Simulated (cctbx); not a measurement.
# Nd12GaPt7 across an absorption edge

Space group I4/mcm (no. 140), a = 12.1420 Å, b = 12.1420 Å, c = 14.6440 Å, α = 90.00°, β = 90.00°, γ = 90.00°.

```csv
atom,mult.,x,y,z,Ueq (Å²)
Pt1,4,0,0,1/4,0.0058
Pt2,16,0.1748,0.3252,0.1982,0.0066
Pt3,8,0.1262,0.3738,1/2,0.0037
Nd1,8,1/2,0,0.3637,0.0052
Nd2,8,0.1748,0.3252,0,0.0044
Nd3,32,0.2098,0.0746,0.1398,0.0070
Ga1,4,0,0,0,0.0069
```

The model is made up (kin elements in a known structure type, no relaxation), so it says nothing on whether the phase exists.

Calculated with cctbx: free-atom f′ and f″ from the Sasaki tables, no fine structure; amplitudes in electrons.

```
E (eV)  F 2 1 3  F 1 1 4  F 0 0 2  F 0 2 0
 10964    241.3     17.7    419.3    322.9
 11314    213.2     21.0    401.6    311.1
 11444    191.8     22.6    388.9    302.9
 11504    171.3     23.9    376.8    295.3
 11534    150.8     25.1    364.9    287.7
 11549    130.5     26.2    353.0    280.3
 11556    112.5     27.2    342.5    273.7
 11560     93.4     28.3    331.2    266.5
 11568    110.5     28.1    334.4    268.4
 11572    128.9     26.8    347.4    276.6
 11579    145.9     25.7    358.6    283.7
 11594    165.1     24.6    370.8    291.4
 11624    184.5     23.5    382.8    298.9
 11714    210.4     22.3    398.4    308.6
 11964    236.6     21.4    413.6    318.0
```

**Question.** Which edge is crossed, and why do the reflections move as they do?

The L3 edge of Pt. The edge is at 11564 eV. f′ of Pt falls from -12.1 e at 11444 eV to -18.7 e at 4 eV below it, and f″ steps from 3.87 to 10.19 e across it. Over that approach |F| changes by -51 % (2 1 3), +25 % (1 1 4), -15 % (0 0 2) and -12 % (0 2 0): a reflection falls where Pt scatters in phase with the total and rises where it scatters against it; it hardly moves where the Pt term is small or cancels by symmetry. Above the edge the larger f″ enters the imaginary part, where it can add to or cancel the other atoms' f″. The structure is centrosymmetric, so Friedel mates stay equal.

[Logs are printed without paths, hosts, clocks, repeated set-up lines and the standing remarks that a program may print on its own settings, such as how far it seeks lower states.]
